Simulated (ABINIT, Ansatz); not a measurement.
## CsSnH3 (Pm-3m): zone-centre phonons

Aim: the zone-centre modes of CsSnH3 (Pm-3m).

Calculated with ABINIT 10.8.3; DFT LDA, scalar-relativistic, plane waves, PseudoDojo norm-conserving pseudopotentials.

The structure was built from a prototype and need not be the compound's stable phase.

### 1. Starting point

The structure is cubic, space group Pm-3m (No. 221). The conventional cell has a = 4.347 Å, b = 4.347 Å, c = 4.347 Å, α = 90.00°, β = 90.00°, γ = 90.00°. Nearest to Cs lie 12 H at 3.07 Å. Nearest to Sn lie 6 H at 2.17 Å. H has 2 Sn at 2.17 Å and 4 Cs at 3.07 Å and 8 H at 3.07 Å nearest. Farther neighbours are not listed.

### 2. Relaxation

The harmonic expansion needs vanishing forces, and a free crystal bears no stress, so cell and atoms are brought to rest. Stress is more sensitive to the basis than forces are: the last 3 Ha under the cutoff are smoothed with ecutsm, and the cutoff is raised above that of the later runs.

The starting cell comes from a relaxation made beforehand in Ansatz (LDA, PseudoDojo NC).

File relax.abi:

```
# relaxation
ionmov 2
optcell 2
dilatmx 1.08
ntime 40
tolmxf 1.0d-05
tolvrs 1.0d-14
prtwf 0
prtden 0
chksymtnons 0

# basis, mesh and filling
ecut 40.0
ecutsm 3.0
ngkpt 6 6 6
nshiftk 1
shiftk 0.0 0.0 0.0
istwfk *1
occopt 6
tsmear 0.01
nband 20
nstep 100
diemac 1000000.0
prtebands 0
prtgsr 0

# cell and atoms
acell 8.214791143 8.214791143 8.214791143
rprim 
    1.0 0.0 0.0
    0.0 1.0 0.0
    0.0 0.0 1.0
ntypat 3
znucl 55 50 1
natom 5
typat 1 2 3 3 3
xred 
    0.0 0.0 0.0
    0.5 0.5 0.5
    0.5 0.5 0.0
    0.5 0.0 0.5
    0.0 0.5 0.5
pp_dirpath "./pseudo"
pseudos "Cs.upf, Sn.upf, H.upf"
```

The run is started by

```sh
OMP_NUM_THREADS=1 mpirun -n 4 abinit relax.abi > relax.log
```

Numbers of over 12 decimals in the logs are rounded to 6 here.

relax.abo, the main output file:

```text
[banners, grids, parts of the stress and lines that vanish by symmetry left out]
- input  file    -> relax.abi
- output file    -> relax.abo
- root for input  files -> relaxi
[...]
Symmetries : space group Pm -3 m (#221); Bravais cP (primitive cubic)
[...]
mpw =        8490          nfft =      157464          nkpt =          20
[...]
== DATASET  1 ==================================================================
[...]
cutoff_energies: {ecut:  40.0, pawecutdg:  -1.0, }
[...]
ETOT  1  -103.51839236838    -1.035E+02 2.260E-01 2.050E+02
 ETOT  2  -103.73552338662    -2.171E-01 7.047E-03 2.717E+01
 ETOT  3  -103.73717099372    -1.648E-03 1.832E-03 3.972E+00
 ETOT  4  -103.73732475563    -1.538E-04 1.639E-03 3.272E-02
 ETOT  5  -103.73732931487    -4.559E-06 8.110E-04 2.872E-03
[...]
At SCF step   17       vres2   =  2.75E-16 < tolvrs=  1.00E-14 =>converged.
[...]
sigma(1 1)= -2.78373449E-07  sigma(3 2)=  0.00000000E+00
  sigma(2 2)= -2.78373449E-07  sigma(3 1)=  0.00000000E+00
  sigma(3 3)= -2.78373449E-07  sigma(2 1)=  0.00000000E+00
[...]
convergence: {deltae:  2.416E-12, res2:  2.752E-16, residm:  7.104E-06, diffor: null, }
etotal    :  -1.03737330E+02
[...]
ETOT  1  -103.73732971153    -1.037E+02 4.066E-06 1.668E-04
[...]
At SCF step    8       vres2   =  6.28E-15 < tolvrs=  1.00E-14 =>converged.
[...]
sigma(1 1)= -2.50409342E-07  sigma(3 2)=  0.00000000E+00
  sigma(2 2)= -2.50409342E-07  sigma(3 1)=  0.00000000E+00
  sigma(3 3)= -2.50409342E-07  sigma(2 1)=  0.00000000E+00
[...]
convergence: {deltae:  9.123E-12, res2:  6.281E-15, residm:  7.787E-07, diffor: null, }
etotal    :  -1.03737330E+02
[...]
ETOT  1  -103.73732893801    -1.037E+02 9.512E-07 1.338E-02
[...]
ETOT  9  -103.73732973707    -9.550E-12 1.906E-06 2.737E-14
 ETOT 10  -103.73732973706     8.328E-12 1.169E-06 3.578E-16
 At SCF step   10       vres2   =  3.58E-16 < tolvrs=  1.00E-14 =>converged.
[...]
sigma(1 1)= -2.71256741E-11  sigma(3 2)=  0.00000000E+00
  sigma(2 2)= -2.71256732E-11  sigma(3 1)=  0.00000000E+00
  sigma(3 3)= -2.71256715E-11  sigma(2 1)=  0.00000000E+00
[...]
convergence: {deltae:  8.328E-12, res2:  3.578E-16, residm:  1.169E-06, diffor: null, }
etotal    :  -1.03737330E+02
[...]
At Broyd/MD step   3, gradients are converged :
[...]
sigma(1 1)= -2.71256741E-11  sigma(3 2)=  0.00000000E+00
  sigma(2 2)= -2.71256732E-11  sigma(3 1)=  0.00000000E+00
  sigma(3 3)= -2.71256715E-11  sigma(2 1)=  0.00000000E+00
[...]
- sigma(1 1)= -7.98064885E-07  sigma(3 2)=  0.00000000E+00
- sigma(2 2)= -7.98064860E-07  sigma(3 1)=  0.00000000E+00
- sigma(3 3)= -7.98064809E-07  sigma(2 1)=  0.00000000E+00
[...]
fcart     -0.0000000000E+00 -0.0000000000E+00 -0.0000000000E+00
           strten     -2.7125674103E-11 -2.7125673235E-11 -2.7125671501E-11
================================================================================

[key lines of the parts left out:]
pressure_GPa:   7.9806E-07
Total energy (etotal) [Ha]= -1.03737329737064E+02
```

It took 97 s on 4 MPI ranks of Arm Neoverse V2, shared host.

Little changed from the start: no atom moved by 0.005 Å and no cell edge by 0.1 %.

Numbers from this step:

```yaml
volume_per_atom: 16.43 Å³
pressure: 7.98e-7 GPa
gap_on_the_k_mesh: 0 eV
```

### 3. Ground state

First-order wavefunctions inherit every error of the ground state, hence the very tight tolvrs. Occupations are smeared.

File gs.abi:

```
# ground state
tolvrs 1.0d-16
prtden 1
prtwf 1

# basis, mesh and filling
ecut 32.0
ngkpt 6 6 6
nshiftk 1
shiftk 0.0 0.0 0.0
istwfk *1
occopt 6
tsmear 0.01
nband 20
nstep 100
diemac 1000000.0
prtebands 0
prtgsr 0

# cell and atoms
acell 8.21547422 8.21547422 8.21547422
rprim 
    1.0 0.0 0.0
    0.0 1.0 0.0
    0.0 0.0 1.0
ntypat 3
znucl 55 50 1
natom 5
typat 1 2 3 3 3
xred 
    0.0 0.0 0.0
    0.5 0.5 0.5
    0.5 0.5 0.0
    0.5 0.0 0.5
    0.0 0.5 0.5
pp_dirpath "./pseudo"
pseudos "Cs.upf, Sn.upf, H.upf"
```

The run is started by

```sh
OMP_NUM_THREADS=1 mpirun -n 4 abinit gs.abi > gs.log
```

gs.abo, the main output file:

```text
[banners, grids, parts of the stress and lines that vanish by symmetry left out]
- input  file    -> gs.abi
- output file    -> gs.abo
- root for input  files -> gsi
[...]
Symmetries : space group Pm -3 m (#221); Bravais cP (primitive cubic)
[...]
mpw =        4836          nfft =       91125          nkpt =          20
[...]
== DATASET  1 ==================================================================
[...]
cutoff_energies: {ecut:  32.0, pawecutdg:  -1.0, }
[...]
ETOT  1  -103.57738685045    -1.036E+02 2.882E-01 1.258E+02
 ETOT  2  -103.73536376861    -1.580E-01 2.785E-03 1.263E+01
 ETOT  3  -103.73663075628    -1.267E-03 1.662E-03 1.863E+00
 ETOT  4  -103.73675863821    -1.279E-04 7.652E-04 1.033E-02
 ETOT  5  -103.73676168910    -3.051E-06 5.605E-04 8.319E-04
[...]
ETOT 16  -103.73676193601    -2.700E-13 2.476E-05 2.510E-15
 ETOT 17  -103.73676193601     8.527E-13 4.033E-06 2.144E-17
 At SCF step   17       vres2   =  2.14E-17 < tolvrs=  1.00E-16 =>converged.
[...]
sigma(1 1)=  1.68236377E-05  sigma(3 2)=  0.00000000E+00
  sigma(2 2)=  1.68236377E-05  sigma(3 1)=  0.00000000E+00
  sigma(3 3)=  1.68236377E-05  sigma(2 1)=  0.00000000E+00
[...]
convergence: {deltae:  8.527E-13, res2:  2.144E-17, residm:  4.033E-06, diffor: null, }
etotal    :  -1.03736762E+02
[...]
sigma(1 1)=  1.68236377E-05  sigma(3 2)=  0.00000000E+00
  sigma(2 2)=  1.68236377E-05  sigma(3 1)=  0.00000000E+00
  sigma(3 3)=  1.68236377E-05  sigma(2 1)=  0.00000000E+00
[...]
- sigma(1 1)=  4.94968509E-01  sigma(3 2)=  0.00000000E+00
- sigma(2 2)=  4.94968509E-01  sigma(3 1)=  0.00000000E+00
- sigma(3 3)=  4.94968509E-01  sigma(2 1)=  0.00000000E+00
[...]
fcart     -0.0000000000E+00 -0.0000000000E+00 -0.0000000000E+00
           strten      1.6823637666E-05  1.6823637666E-05  1.6823637666E-05
================================================================================

[key lines of the parts left out:]
pressure_GPa:  -4.9497E-01
```

Run time: 29 s. Hardware: 4 MPI ranks.

This step gave:

| Property | Result |
| --- | --- |
| pressure | -0.4950 GPa |

The cell stands at -0.49 GPa: the relaxation ran with a smoothed and higher cutoff, and the difference is a stress of the finite basis.

(Part 1 of 5 ends here.)

[Host names and launcher messages were left out of these logs when they were recorded.]

[Logs are printed without paths, hosts, clocks, repeated set-up lines and the standing remarks that a program may print on its own settings, such as how far it seeks lower states.]

[Hosts, paths, dates, database ids (printed as entryN), source tags and the programs' standing remarks are cut or masked in the printed files.]
